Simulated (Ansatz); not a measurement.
# Lattice dynamics of TlBi (Pm-3m), part 2 of 2

The cell of TlBi (Pm-3m) is at rest. What are its phonons? After the zone centre comes a 4×4×4 q mesh on a 12×12×12 k mesh.

Ansatz 0.2.0; DFT PBEsol, scalar-relativistic, plane waves, PAW; PAW set soft_1.

So far. Step 2 (Zone-centre response): Before it was imposed, the acoustic sum rule was missed by 5.0e-5 eV/Å². Small misses are needed for a sound result but don't prove that mesh and cutoff are converged. The lowest optical mode is real, 67.4 cm⁻¹.

### 3. Phonons on a q mesh (continued)

Interpolated from a 4×4×4 q mesh. Phonon branches along the path, in cm⁻¹:

| point | branch 1 | branch 2 | branch 3 | branch 4 | branch 5 | branch 6 |
| --- | --- | --- | --- | --- | --- | --- |
| Γ | 0 | 0 | 0 | 67 | 67 | 67 |
| halfway | 26 | 26 | 33 | 61 | 61 | 66 |
| X | 38 | 48 | 48 | 50 | 50 | 62 |
| halfway | -12 | 12 | 46 | 50 | 68 | 76 |
| M | -18 | -18 | 47 | 50 | 79 | 79 |
| halfway | -19 | 25 | 31 | 55 | 61 | 69 |
| Γ | 0 | 0 | 0 | 67 | 67 | 67 |
| halfway | -26 | 19 | 19 | 66 | 66 | 68 |
| R | 46 | 46 | 46 | 62 | 62 | 62 |
| halfway | -16 | 16 | 38 | 56 | 68 | 72 |
| X | 38 | 48 | 48 | 50 | 50 | 62 |
| jump to R | 46 | 46 | 46 | 62 | 62 | 62 |
| halfway | 22 | 25 | 25 | 54 | 75 | 75 |
| M | -18 | -18 | 47 | 50 | 79 | 79 |

The phonon branches as a text plot (rows in cm⁻¹):

```
     77 |           ******                                   ****
     72 |         ***     ***            **        ****     *
     68 |****              **************  **    ***** *   *
     63 |  * ***** *           **  *   * ********     * ***
     59 |   ***   *          ***    *            ***   *   *
     55 |                  ****      **             *** *   **
     50 |      ************                            ***    ***
     46 |      ***********                    ***      ****     *
     41 |                 *                  *  **   ** *      *
     37 |    *****         ** *             **   ****    * *
     33 |   **    *          * *    ***    *           **  ** *
     28 |                                **      **
     24 |  **      *         ** *           *      *   *    **
     19 |         *            *        *             *
     15 | **                    ** *              * * *
     11 |**        *                   *             *        *
      6 |*                 **    * **
      2 |                        **  **
     -3 |                       *      *
     -7 |           *                                *
    -11 |                      *                   *           *
    -16 |           *******   *            *        *           *
    -20 |            **   ****
    -25 |                               ***
         Γ      X      M          Γ            R        X|R     M
```

The phonon density of states has structure finer than the step of the table below, so its rows give means over 5 cm⁻¹, whole bins alone (the curve runs from -27.5 to 78.5 cm⁻¹). Peaks (cm⁻¹: height): -16.5: 0.0753, 35.5: 0.0950, 55.5: 0.133, 68.5: 0.196.

Tetrahedra on a 16×16×16 mesh, mean over bins of 1 cm-1. Interpolated from a 4×4×4 q mesh. Table of phonon density of states by wavenumber; means over each step:

```csv
wavenumber (cm⁻¹),phonon density of states (1/cm⁻¹/cell)
-25,0.00690
-20,0.0241
-15,0.0634
-10,0.0373
-5,0.0246
0,0.0224
5,0.0250
10,0.0327
15,0.0438
20,0.0432
25,0.0444
30,0.0551
35,0.0887
40,0.0583
45,0.0300
50,0.0475
55,0.106
60,0.0914
65,0.0835
70,0.172
75,0.0914
```

Phonopy on the run's constants, 15x15x15 mesh, Gaussian sigma 2.0 cm-1. Interpolated from a 4×4×4 q mesh. Partial phonon density of states against wavenumber; read off at these points; values in 1/cm⁻¹/cell:

```csv
wavenumber (cm⁻¹),Bi,Tl
-35.0,0,0
-30.0,5.7e-4,2.0e-4
-25.0,0.00656,0.00241
-20.0,0.0207,0.0103
-15.0,0.0425,0.0237
-10.0,0.0202,0.0129
-5.0,0.0157,0.00940
0.0,0.00591,0.00376
5.0,0.0176,0.0105
10.0,0.0194,0.0111
15.0,0.0272,0.0175
20.0,0.0299,0.0162
25.0,0.0309,0.0149
30.0,0.0407,0.0148
35.0,0.0699,0.0145
40.0,0.0503,0.00904
45.0,0.0294,0.00433
50.0,0.00696,0.0451
55.0,0.0186,0.0834
56.1,0.0204,0.0841
60.0,0.0234,0.0671
65.0,0.0312,0.0606
70.0,0.0556,0.103
75.0,0.0328,0.0588
80.0,0.00547,0.00838
85.0,1.8e-5,2.3e-5
90.0,0,0
```

Second derivatives of the energy by pair, one row for each kind of neighbour of each atom listed. Each entry sums the pair over the periodic images of the supercell that the q mesh stands for, and in a polar crystal it holds the long-range dipole part too. Force constants by pair, by row:

```csv
atom,neighbour,distance (Å),third of the trace (eV/Å²),along the pair's line (eV/Å²)
Tl1,itself,0,2.27,–
Tl1,Bi,3.367,-0.1817,-0.8383
Tl1,Tl,3.888,-0.0776,-0.2568
Tl1,Tl,5.498,-0.0023,-0.0347
Tl1,Bi,6.447,-0.0143,-0.0313
Tl1,Tl,6.733,-0.012,-0.072
Bi2,itself,0,1.359,–
Bi2,Tl,3.367,-0.1817,-0.8383
Bi2,Bi,3.888,0.0033,-0.0173
Bi2,Bi,5.498,0.0032,0.0982
Bi2,Tl,6.447,-0.0143,-0.0313
Bi2,Bi,6.733,0.0153,0.047
```

Symmetry leaves 10 wavevectors to solve. The lowest mode among them, the acoustic zeros apart, lies at q = (0.25, 0.25, 0.25) and is imaginary, 26.4i cm⁻¹, so the energy falls along it.

### 4. Another isotope

An isotope changes the mass and not the force constants, so no new electronic calculation is needed; the shifts show which modes move this element.

The same force constants with the mass of Tl changed from 204.380 to 202.972 u (phonopy, no LO-TO term). Both lists are sorted by frequency; levels can cross, so a row need not hold one and the same mode. Modes under 3 cm⁻¹ are left out. Isotope shifts, by row:

```csv
q,rank,natural mass (cm⁻¹),changed mass (cm⁻¹)
0 0 0,4,67.39,67.51
0 0 0,5,67.39,67.51
0 0 0,6,67.39,67.51
0 0 0.25,1,25.89,25.93
0 0 0.25,2,25.89,25.93
0 0 0.25,3,33.14,33.17
0 0 0.25,4,61.06,61.17
0 0 0.25,5,61.06,61.17
0 0 0.25,6,65.89,66.05
0 0 -0.5,1,38.37,38.37
0 0 -0.5,2,47.56,47.56
0 0 -0.5,3,47.56,47.56
0 0 -0.5,4,50.06,50.23
0 0 -0.5,5,50.06,50.23
0 0 -0.5,6,62.17,62.38
0 0.25 0.25,1,-19.41,-19.44
0 0.25 0.25,2,25.1,25.11
0 0.25 0.25,3,31.09,31.13
0 0.25 0.25,4,55.04,55.16
0 0.25 0.25,5,60.71,60.89
0 0.25 0.25,6,69.43,69.57
```

A mode of this element alone would shift by +0.35 %. The highest zone-centre frequency without the field goes from 67.4 to 67.5 cm⁻¹ (+0.2 %). The product of the frequency ratios over all optical modes at Γ is 1.005; the product rule, (m/m′)^(3k/2) (M′/M)^(3/2) with k = 1 such atoms and M the mass of the cell, gives 1.005.

### 5. Outcome

- space group (within 0.01 Å): Pm-3m
- volume per atom: 29.4 Å³
- electronic character: no gap on this mesh
- highest optical mode at the zone centre (no LO-TO term): 67.4 cm⁻¹
- lowest optical zone-centre mode: 67.4 cm⁻¹
- lowest mode on the q mesh (acoustic modes at Γ apart): -26.4 cm⁻¹
- highest frequency on the path or at a solved wavevector: 78.7 cm⁻¹
- imaginary modes on the 4×4×4 q mesh: yes

In words: Modes are clearly imaginary (beyond 10i cm⁻¹) at 5 of the 10 irreducible wavevectors, most at q = (0.25, 0.25, 0.25) (26.4i cm⁻¹), so this structure is not a minimum of the energy. The optical modes at Γ form one degenerate level at 67 cm⁻¹. With no gap, or one that is small against the smearing, the frequencies hang on the k mesh and the smearing, most of all near Kohn anomalies. Spin-orbit coupling is left out, which can matter for the heavy elements here. The PAW files were made for PBE and serve the other functionals too. These are harmonic frequencies at zero temperature: anharmonic shifts, linewidths and thermal expansion are left out.

[Logs are printed without paths, hosts, clocks, repeated set-up lines and the standing remarks that a program may print on its own settings, such as how far it seeks lower states.]

[Hosts, paths, dates, database ids (printed as entryN), source tags and the programs' standing remarks are cut or masked in the printed files.]
